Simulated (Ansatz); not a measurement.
# AgBi2 (hypothetical, Fm-3m): a volume series of phonon spectra, part 2 of 3

Wanted: mode Grüneisen parameters of AgBi2 (hypothetical) and a free-energy fit over volumes. The crystal structure is hypothetical: it was made by swapping elements on a known structure type.

Ansatz 0.2.0; DFT PBEsol, scalar-relativistic, plane waves, PAW.

So far. Step 2 (Probe on a coarse mesh): The start is under 7.3 GPa at this level and looks like a metal on this mesh.

## Step 5: Tight relaxation

The relaxation is repeated with tighter thresholds on force and stress, since phonons are sensitive to what is left; a change of mesh or smearing in the input moves the cell too.

input.yaml

```yaml
crystal:
  lattice:
    - [0.0, 3.4822016103, 3.4822016103]
    - [3.4822016103, 0.0, 3.4822016103]
    - [3.4822016103, 3.4822016103, 0.0]
  atoms:
    - { symbol: Bi, position: [0.25, 0.25, 0.25] }
    - { symbol: Bi, position: [0.75, 0.75, 0.75] }
    - { symbol: Ag, position: [0.0, 0.0, 0.0] }
kpoints:
  mp_grid: { grid: [10, 10, 10] }
hamiltonian:
  xc: pbesol
scf:
  occupations: { method: methfessel_paxton, width: 0.15 }
output:
  forces: true
  stress: true
  eigenvalues: true
relax:
  adjacent_minimum: "off"
  f_tol: 0.001
  max_steps: 60
  cell: { stress_tol: 0.01 }
```

Launch:

```sh
> ansatz run input.yaml --threads 4 --pin off --max-ram 8192MiB --backend cpu --events-out ev --progress --plain --runs-dir out
```

Numbers of over 12 decimals in the logs are rounded to 6 here.

The program printed:

```text
[...]
Crystal: 3 atoms, lattice volume = 84.448 Å³
Basis set: ecut = 420 eV, 1639 PW (Γ), exchange–correlation on 72×72×72 points (8 copies of the dense FFT grid, shifted against one another)
Bands: 30, of which v1, the nominal top of the filled ones, is band 25 counted from 1 (24 counted from 0)
Symmetry: 48 space group operations
[...]
k-points: 47 of 1000
[...]
--- Relaxed structure (3 steps of the walk, 3 accepted, 1 SCFs on fresh bases) ---
[...]
cell:  # Å, volume = 84.4850 Å³
    - [0, 3.482703, 3.482703]
    - [3.482703, 0, 3.482703]
    - [3.482703, 3.482703, 0]
  atoms:
    - { symbol: Bi, position: [0.25, 0.25, 0.25] }
    - { symbol: Bi, position: [0.750000, 0.750000, 0.750000] }
    - { symbol: Ag, position: [0, 0, 0] }
[key lines of the parts left out:]
SCF converged after 5 iterations
Free energy (F): -32006.119337 eV
Fermi energy:    11.898136 eV
P = ⅓ Tr σ = -0.0003 GPa (-0.003 kbar)
```

The job ended after 5.5 s (4 threads of AMD EPYC 7R13 (Zen 3), shared host; peak memory 0.54 GiB; 19 s of CPU time).

Little changed from the start: no atom moved by 0.005 Å and no cell edge by 0.1 %.

Numbers from this step:

```yaml
pressure: -2.65e-4 GPa
volume_per_atom: 28.16 Å³
```

The residual pressure is -2.7e-4 GPa, small enough for phonons.

## Step 6: Phonons, V/V0 1

The same q-mesh and k-mesh are kept at every volume, so that much of their error can cancel in the differences.

input.yaml

```yaml
crystal:
  lattice:
    - [0.0, 3.4827031381, 3.4827031381]
    - [3.4827031381, 0.0, 3.4827031381]
    - [3.4827031381, 3.4827031381, 0.0]
  atoms:
    - { symbol: Bi, position: [0.25, 0.25, 0.25] }
    - { symbol: Bi, position: [0.75, 0.75, 0.75] }
    - { symbol: Ag, position: [0.0, 0.0, 0.0] }
kpoints:
  mp_grid: { grid: [10, 10, 10] }
hamiltonian:
  xc: pbesol
scf:
  occupations: { method: methfessel_paxton, width: 0.15 }
output:
  eigenvalues: true
phonons:
  method: dfpt
  qmesh: [2, 2, 2]
  temperatures: { t_max: 1000, t_step: 50 }
  qpath:
    path:
      - [[0.0, 0.0, 0.0], [0.5, 0.0, 0.5], [0.625, 0.25, 0.625]]
      - [[0.375, 0.375, 0.75], [0.0, 0.0, 0.0], [0.5, 0.5, 0.5], [0.5, 0.25, 0.75], [0.5, 0.0, 0.5]]
    npoints: 10
```

The program printed:

```text
[...]
Crystal: 3 atoms, lattice volume = 84.485 Å³
Basis set: ecut = 420 eV, 1639 PW (Γ), exchange–correlation on 72×72×72 points (8 copies of the dense FFT grid, shifted against one another)
Bands: 30, of which v1, the nominal top of the filled ones, is band 25 counted from 1 (24 counted from 0)
Symmetry: 48 space group operations
k-points: 47 of 1000
[...]
SCF iter   1: F=—  HF=-32006.130029 eV  |F-HF|=—  |Δ(HF+E_count)|=         —  Δρ=7.42e-3  dr2=5.11e-2  ethr=1.77e-3  ⟨swp⟩=6.0  Hψ=5578  notcnv=0
[...]
SCF iter   9: F=-32006.119337 eV  HF=-32006.119337 eV  |F-HF|=3.64e-12  |Δ(HF+E_count)|=  2.91e-11  S|Δr|=    0.00e0  Δρ=1.58e-8  dr2=3.00e-13  ethr=1.00e-12  ⟨swp⟩=9.1  Hψ=7454  notcnv=0
SCF 1 converged in 9 iterations: F = -32006.119337 eV  dr2 = 3.00e-13
[...]
phonons: the bands overlap, so this run is a metal and interpolates without the dipole-dipole term. If the crystal is really an insulator or semiconductor, its LO-TO splitting is missing
NSCF: frozen V_eff on 47 k-points
WARN: eigensolver did not converge (k=24): 1 band(s) unlocked after 20 sweeps at ethr=1.84e-12 eV (storage-precision floor; scheduled 1.00e-12 eV) (lowest unlocked band 29, counted from 0; max residual 6.05e-6 eV among the unlocked bands, 6.05e-6 eV over every band; other slots of this pass that fall short are told together in one closing line; warning suppressed until the next SCF loop or pass starts)
WARN: eigensolver did not converge in 2 slots of this pass, the one above among them; of largest residual over every band (k=27): 1 band(s) unlocked (lowest unlocked band 29, counted from 0; max residual 3.78e-5 eV among the unlocked bands, 3.78e-5 eV over every band); of lowest unlocked band (k=24): band 29
[...]
DFPT response loops at q = (0, 0, 0) (fractional): preconditioner auto → Kerker (q_TF=auto, 2.491 Å⁻¹) (partly filled bands, converged f_vac=0.043); β = 1.00, the filter's whole step (`scf.mixing.beta` (0.50) is not read by the response loops under this deck's `scf.mixing.preconditioner`; to damp them name `kerker` or `kerker_dos`, under which they read `scf.mixing.beta`, and type it under 1.00, their step now; both keys bind the ground state too); Broyden in place of MSR1
[...]
SCF converged after 9 iterations
[...]
Free energy (F): -32006.119337 eV
[...]
Internal energy: -32006.114969 eV  (E = F + TS)
E sigma→0 (E₀):  -32006.118245 eV
Entropy (-TS):   -0.004368 eV (-1.456 meV/atom)
Fermi energy:    11.898137 eV
[...]
--- Band table (eV; the first three rows and the last of 47) ---
  k-point 0: bands = [... 21 lower, 11.2853, 11.2853, 11.2853, 13.0200, 13.0200, 13.0200, 14.0224, 15.2726, ... 1 higher]
  k-point 1: bands = [... 21 lower, 10.8149, 11.1812, 11.1812, 12.4236, 12.9136, 12.9136, 14.8454, 15.4501, ... 1 higher]
  k-point 2: bands = [... 21 lower, 9.9369, 10.9364, 10.9364, 11.8004, 12.6319, 12.6319, 15.1193, 15.9873, ... 1 higher]
  k-point 46: bands = [... 21 lower, 7.1528, 8.1643, 10.2990, 12.1158, 14.6223, 15.5599, 16.1839, 16.5103, ... 1 higher]
--- Phonons (Γ-DFPT): 2 representative perturbations + reference (Σ response iterations 6) ---
  ASR residual: 4.357e-5 → 0.000e0 eV/Å²; symmetrization residual: 1.096e-4 eV/Å²
  ASR residual per site (eV/Å²): 4.36e-5 4.36e-5 4.31e-5
  Γ frequencies (cm⁻¹): 0.00 0.00 0.00 72.71 72.71 72.71 102.29 102.29 102.29
--- Phonons (arbitrary-q DFPT): 3 irreducible q on the 2×2×2 mesh ---
  q = [0.0000, 0.0000, 0.0000] (star 1, of the zone-centre solve; hermiticity 6.65e-5, symmetrization 2.62e-12): -0.00 -0.00 0.00 72.71 72.71 72.71 102.29 102.29 102.29
  q = [0.0000, 0.0000, -0.5000] (star 4, 2 solved perturbations on 282 of 1000 k-point pairs; hermiticity 5.53e-6, symmetrization 8.39e-12): 38.27 38.27 59.44 68.19 68.19 84.32 105.27 111.33 111.33
  q = [0.0000, -0.5000, -0.5000] (star 3, 4 solved perturbations in 546 linear systems a pass and spin channel, the states on 171 of 1000 k-point pairs; hermiticity 5.50e-5, symmetrization 1.32e-12): 46.03 46.03 49.12 49.12 56.79 92.47 94.23 101.51 101.51
  sum rule: each row above includes the acoustic sum rule's correction from the zone centre's row sums; it moved no ω² by more than (0.33 cm⁻¹)²
  mesh force constants: q→R imaginary residual 3.24e-17; ASR residual 4.357e-5 → 0.000e0 eV/Å²; symmetrization residual 4.441e-15 eV/Å²
  interpolated dispersion: 62 rows × 9 modes
  density of states and harmonic sums: on the 16×16×16 q-mesh, interpolated from the force constants of a 2×2×2 supercell (no non-analytic term)
  largest difference from the sums on the solved wave vectors: F 9.98e-2 eV, S 1.32e-4 and C_V 3.23e-5 eV/K
  zero-point energy: 0.040763 eV/cell   skipped modes (ω ≤ 0): 3   left out of the sums: 8.14e-5 of the cell's modes: C_V's classical limit lies that fraction below 3 k_B per atom; for a crystal, a wire or a layer, F and S can be off by more, and a phonons.interpolated_qmesh denser along its periods is the remedy for the sampling
```

Run time: 78 s. Hardware: 4 threads; peak memory 2.1 GiB.

Numbers from this step:

```
lowest frequency on the path             : 0 cm⁻¹
zero-point energy                        : 0.04076 eV/cell
point group                              : m-3m
highest frequency                        : 111.3 cm⁻¹
Debye temperature from the second moment : 144 K
```

No LO-TO term. The phonon branches at the labelled points (cm⁻¹):

```tsv
point	branch 1	branch 2	branch 3	branch 4	branch 5	branch 6	branch 7	branch 8	branch 9
Γ	0	0	0	73	73	73	102	102	102
halfway	32	32	62	64	64	68	103	106	106
X	46	46	49	49	57	92	94	102	102
halfway	46	49	49	51	57	90	96	103	104
U	45	50	55	55	58	85	100	105	106
jump to K	45	50	55	55	58	85	100	105	106
halfway	33	37	60	65	68	70	106	108	108
Γ	0	0	0	73	73	73	102	102	102
halfway	28	28	57	67	70	70	105	107	107
L	38	38	59	68	68	84	105	111	111
halfway	42	46	58	62	62	83	104	107	109
W	48	48	54	54	59	85	101	101	109
halfway	47	49	50	52	58	88	97	102	106
X	46	46	49	49	57	92	94	102	102
```

The phonon branches as a text plot (rows in cm⁻¹):

```
    109 |                  *******          ******************
    104 |***********   **********************************     **
    100 |        ******  **                             *********
     95 |           *****                                     ***
     90 |           ****                                      ***
     86 |         **    ***                      ****    *****
     81 |                  **                  **    ****
     77 |        *           ***              *
     72 |****** *               *************
     67 |   *****              *****       **********
     63 |      ***          *****            ***     ***
     58 |        ************   *           *   *****************
     53 |    **   ***   ***      *                       *****
     49 |            **********            *          ***********
     44 |           *********  *  **                ** **      **
     39 |   *    ***         ** *               *******
     35 |       *              **         *   **
     30 |      *                 *  *       **
     26 |  * **                   **     * *
     21 |   *                     **      *
     16 | **                        **
     12 |                               **
      7 | *                          *  *
      2 |*                            **
         Γ           X  U|K            Γ         L        W     X
```

The phonon density of states has structure finer than the step of the table below, so its rows give means over 2.5 cm⁻¹, whole bins alone (the curve runs from 0.5 to 112 cm⁻¹). Peaks (cm⁻¹: height): 45.50: 0.135, 59.50: 0.324, 82.50: 0.147, 105.50: 0.416, 108.50: 0.428.

Tetrahedra on 16 16 16, mean over bins of 1 cm⁻¹. Table of phonon density of states by wavenumber; means over each step:

wavenumber (cm⁻¹), phonon density of states (1/cm⁻¹/cell) and a bar:
```
      2.5      0.000 
      5.0      0.000 
      7.5      0.001 
     10.0      0.002 
     12.5      0.002 
     15.0      0.004 
     17.5      0.006 
     20.0      0.008 #
     22.5      0.011 #
     25.0      0.014 #
     27.5      0.019 ##
     30.0      0.027 ##
     32.5      0.037 ###
     35.0      0.055 ####
     37.5      0.092 #######
     40.0      0.128 ##########
     42.5      0.133 ###########
     45.0      0.131 ###########
     47.5      0.110 #########
     50.0      0.062 #####
     52.5      0.051 ####
     55.0      0.111 #########
     57.5      0.209 #################
     60.0      0.287 #######################
     62.5      0.157 #############
     65.0      0.154 #############
     67.5      0.153 ############
     70.0      0.095 ########
     72.5      0.042 ###
     75.0      0.025 ##
     77.5      0.034 ###
     80.0      0.055 ####
     82.5      0.111 #########
     85.0      0.054 ####
     87.5      0.017 #
     90.0      0.005 
     92.5      0.000 
     95.0      0.005 
     97.5      0.026 ##
    100.0      0.067 #####
    102.5      0.206 #################
    105.0      0.368 ##############################
    107.5      0.354 #############################
    110.0      0.168 ##############
```

Harmonic. Thermo, by row:

```tsv
T (K)	F_vib (meV/atom)	S (J/mol-atom/K)	C_V (J/mol-atom/K)
0	13.59	0	0
50	11.22	12.61	17.33
100	0.77	26.72	22.56
150	-15.67	36.15	23.83
200	-36.28	43.09	24.31
250	-60.07	48.54	24.53
300	-86.41	53.02	24.66
350	-114.9	56.83	24.73
400	-145.2	60.13	24.78
450	-177.2	63.05	24.81
500	-210.5	65.67	24.84
550	-245.2	68.04	24.86
600	-281	70.2	24.87
650	-317.9	72.19	24.88
700	-355.8	74.04	24.89
750	-394.6	75.75	24.89
800	-434.3	77.36	24.9
850	-474.8	78.87	24.91
900	-516	80.29	24.91
950	-558	81.64	24.91
1000	-600.6	82.92	24.91
```

The modes has structure finer than the step of the table below, so its rows give means over 5 cm⁻¹, whole bins alone (the curve runs from -10 to 125 cm⁻¹). Peaks (cm⁻¹: height): Ag 41.6: 0.0359, 106.0: 0.226; Bi 43.3: 0.0930, 59.4: 0.203, 82.3: 0.0786, 106.8: 0.108.

Phonopy on the run's constants, 15x15x15 mesh, Gaussian sigma 2.0 cm⁻¹. Table of modes by wavenumber; means over each step; values in 1/cm⁻¹/cell:

```tsv
wavenumber (cm⁻¹)	Ag	Bi
-5	3.0e-6	1.6e-5
0	2.8e-5	1.1e-4
5	7.5e-5	2.8e-4
10	3.4e-4	0.00127
15	9.4e-4	0.00341
20	0.00178	0.00613
25	0.00345	0.0112
30	0.00715	0.0215
35	0.0166	0.0443
40	0.0330	0.0840
45	0.0320	0.0889
50	0.0161	0.0632
55	0.0192	0.106
60	0.0306	0.189
65	0.00931	0.149
70	0.00309	0.0943
75	0.00216	0.0330
80	0.00399	0.0570
85	0.00407	0.0537
90	0.00143	0.00845
95	0.0103	0.00250
100	0.0756	0.0265
105	0.205	0.0936
110	0.117	0.0595
115	0.00633	0.00319
120	8.9e-6	3.0e-6
```

No LO-TO term. The modes at Γ (shares of kinetic energy by element, %):

```tsv
mode	frequency (cm⁻¹)	symmetry	Bi %	Ag %
1	0.0	T1u	79	21
2	0.0	T1u	79	21
3	0.0	T1u	79	21
4	72.7	T2g	100	0
5	72.7	T2g	100	0
6	72.7	T2g	100	0
7	102.3	T1u	21	79
8	102.3	T1u	21	79
9	102.3	T1u	21	79
```

Displacements in mode 5 (72.7 cm⁻¹), the largest set to 1:
```
Bi1 -0.19 -0.71  1.00
Bi2  0.19  0.71 -1.00
Ag3  0.00  0.00  0.00
```

Displacements in mode 8 (102.3 cm⁻¹), the largest set to 1:
```
Bi1  0.00 -0.26 -0.25
Bi2  0.00 -0.26 -0.25
Ag3  0.00  1.00  0.97
```

No mode is imaginary beyond numerical noise at the solved wavevectors.

## Step 7: Single point at a scaled cell, V/V0 1.015

Symmetry fixes every atom, so a single point at the scaled cell gives the energy and pressure of this member.

The cell differs from the one that the last finished run ended in (a 4.925 → 4.950 Å, b 4.925 → 4.950 Å, c 4.925 → 4.950 Å).

input.yaml, the sections that differ from step 6:

```yaml
crystal:
  lattice:
    - [0.0, 3.5000303046, 3.5000303046]
    - [3.5000303046, 0.0, 3.5000303046]
    - [3.5000303046, 3.5000303046, 0.0]
  atoms:
    - { symbol: Bi, position: [0.25, 0.25, 0.25] }
    - { symbol: Bi, position: [0.75, 0.75, 0.75] }
    - { symbol: Ag, position: [0.0, 0.0, 0.0] }
output:
  forces: true
  stress: true
  eigenvalues: true
# kpoints, hamiltonian, scf: as in step 6
# phonons: removed
```

The program printed:

```text
[...]
Crystal: 3 atoms, lattice volume = 85.752 Å³
Basis set: ecut = 420 eV, 1687 PW (Γ), exchange–correlation on 72×72×72 points (8 copies of the dense FFT grid, shifted against one another)
Bands: 30, of which v1, the nominal top of the filled ones, is band 25 counted from 1 (24 counted from 0)
Symmetry: 48 space group operations
[...]
k-points: 47 of 1000
[...]
SCF iter   1: F=—  HF=-32006.126117 eV  |F-HF|=—  |Δ(HF+E_count)|=         —  Δρ=7.31e-3  dr2=5.04e-2  ethr=1.77e-3  ⟨swp⟩=6.0  Hψ=5576  notcnv=0
[...]
SCF iter   6: F=-32006.115572 eV  HF=-32006.115572 eV  |F-HF|=8.86e-9  |Δ(HF+E_count)|=  4.73e-11  S|Δr|=    0.00e0  Δρ=3.34e-6  dr2=1.11e-8  ethr=1.44e-10  ⟨swp⟩=3.0  Hψ=5697  notcnv=0
SCF 1 converged in 6 iterations: F = -32006.115572 eV  dr2 = 1.11e-8
[...]
SCF converged after 6 iterations
[...]
Free energy (F): -32006.115572 eV
[...]
Internal energy: -32006.111433 eV  (E = F + TS)
E sigma→0 (E₀):  -32006.114537 eV
Entropy (-TS):   -0.004138 eV (-1.379 meV/atom)
Fermi energy:    11.637370 eV
[...]
--- Stress (GPa, compression-positive) ---
       -0.934963      -0.000000       0.000000
       -0.000000      -0.934963      -0.000000
        0.000000       0.000000      -0.934963
  P = ⅓ Tr σ = -0.9350 GPa (-9.350 kbar)
--- Band table (eV; the first three rows and the last of 47) ---
  k-point 0: bands = [... 21 lower, 11.0332, 11.0332, 11.0332, 12.7610, 12.7610, 12.7610, 13.6877, 15.0286, ... 1 higher]
  k-point 1: bands = [... 21 lower, 10.5751, 10.9332, 10.9332, 12.1451, 12.6540, 12.6540, 14.5518, 15.2040, ... 1 higher]
  k-point 2: bands = [... 21 lower, 9.7097, 10.6974, 10.6974, 11.5273, 12.3729, 12.3729, 14.8559, 15.7340, ... 1 higher]
  k-point 46: bands = [... 21 lower, 6.9603, 7.9681, 10.0600, 11.8477, 14.3595, 15.2411, 15.8425, 16.2527, ... 1 higher]
```

The job ended after 1.7 s (4 threads; peak memory 0.5 GiB; 5.5 s of CPU time).

Numbers from this step:

```
pressure        : -0.9350 GPa
volume per atom : 28.58 Å³
```

The run ends at a pressure of -0.93 GPa.

## Step 8: Lattice dynamics at this volume, V/V0 1.015

The same q-mesh and k-mesh are kept at every volume, so that much of their error can cancel in the differences.

input.yaml, the sections that differ from step 7:

```yaml
output:
  eigenvalues: true
phonons:
  method: dfpt
  qmesh: [2, 2, 2]
  temperatures: { t_max: 1000, t_step: 50 }
  qpath:
    path:
      - [[0.0, 0.0, 0.0], [0.5, 0.0, 0.5], [0.625, 0.25, 0.625]]
      - [[0.375, 0.375, 0.75], [0.0, 0.0, 0.0], [0.5, 0.5, 0.5], [0.5, 0.25, 0.75], [0.5, 0.0, 0.5]]
    npoints: 10
# crystal, kpoints, hamiltonian, scf: as in step 7
```

The program printed:

```text
[...]
Crystal: 3 atoms, lattice volume = 85.752 Å³
Basis set: ecut = 420 eV, 1687 PW (Γ), exchange–correlation on 72×72×72 points (8 copies of the dense FFT grid, shifted against one another)
Bands: 30, of which v1, the nominal top of the filled ones, is band 25 counted from 1 (24 counted from 0)
Symmetry: 48 space group operations
k-points: 47 of 1000
[...]
k-point 46: bands = [... 21 lower, 6.9603, 7.9681, 10.0600, 11.8477, 14.3595, 15.2411, 15.8425, 16.2527, ... 1 higher]
[...]
ASR residual: 4.368e-5 → 0.000e0 eV/Å²; symmetrization residual: 1.083e-4 eV/Å²
  ASR residual per site (eV/Å²): 4.37e-5 4.37e-5 4.05e-5
  Γ frequencies (cm⁻¹): 0.00 0.00 0.00 69.82 69.82 69.82 98.62 98.62 98.62
--- Phonons (arbitrary-q DFPT): 3 irreducible q on the 2×2×2 mesh ---
[...]
interpolated dispersion: 62 rows × 9 modes
[...]
[key lines of the parts left out:]
SCF converged after 9 iterations
Free energy (F): -32006.115572 eV
Fermi energy:    11.637346 eV
```

The job ended after 77 s (4 threads; peak memory 2 GiB; 4.9 min of CPU time).

No mode is imaginary beyond numerical noise at the solved wavevectors. The highest zone-centre mode (no LO–TO term) moved by -3.6 % for a volume change of +1.5 %.

## Step 9: Single point at a scaled cell, V/V0 0.985

Symmetry fixes every atom, so a single point at the scaled cell gives the energy and pressure of this member.

The cell differs from the one that the last finished run ended in (a 4.950 → 4.901 Å, b 4.950 → 4.901 Å, c 4.950 → 4.901 Å).

input.yaml, the sections that differ from step 8:

```yaml
crystal:
  lattice:
    - [0.0, 3.4652018219, 3.4652018219]
    - [3.4652018219, 0.0, 3.4652018219]
    - [3.4652018219, 3.4652018219, 0.0]
  atoms:
    - { symbol: Bi, position: [0.25, 0.25, 0.25] }
    - { symbol: Bi, position: [0.75, 0.75, 0.75] }
    - { symbol: Ag, position: [0.0, 0.0, 0.0] }
output:
  forces: true
  stress: true
  eigenvalues: true
# kpoints, hamiltonian, scf: as in step 8
# phonons: removed
```

The program printed:

```text
[...]
Crystal: 3 atoms, lattice volume = 83.218 Å³
Basis set: ecut = 420 eV, 1639 PW (Γ), exchange–correlation on 72×72×72 points (8 copies of the dense FFT grid, shifted against one another)
Bands: 30, of which v1, the nominal top of the filled ones, is band 25 counted from 1 (24 counted from 0)
Symmetry: 48 space group operations
[...]
k-points: 47 of 1000
[...]
k-point 0: bands = [... 21 lower, 11.5452, 11.5452, 11.5452, 13.2867, 13.2867, 13.2867, 14.3677, 15.5240, ... 1 higher]
  k-point 1: bands = [... 21 lower, 11.0621, 11.4368, 11.4368, 12.7104, 13.1810, 13.1810, 15.1428, 15.7037, ... 1 higher]
  k-point 2: bands = [... 21 lower, 10.1713, 11.1827, 11.1827, 12.0819, 12.8989, 12.8989, 15.3895, 16.2482, ... 1 higher]
  k-point 46: bands = [... 21 lower, 7.3511, 8.3668, 10.5461, 12.3925, 14.8926, 15.8880, 16.5358, 16.7759, ... 1 higher]
[key lines of the parts left out:]
SCF converged after 6 iterations
Free energy (F): -32006.115344 eV
Fermi energy:    12.167259 eV
P = ⅓ Tr σ = 1.0219 GPa (10.219 kbar)
```

The job ended after 1.4 s (4 threads; peak memory 0.5 GiB).

The run ends at a pressure of 1.02 GPa.

(Continued in part 3 of 3.)

[Logs are printed without paths, hosts, clocks, repeated set-up lines and the standing remarks that a program may print on its own settings, such as how far it seeks lower states.]

[Hosts, paths, dates, database ids (printed as entryN), source tags and the programs' standing remarks are cut or masked in the printed files.]

[A step with changed settings may run another functional than the one named; its input shows which.]


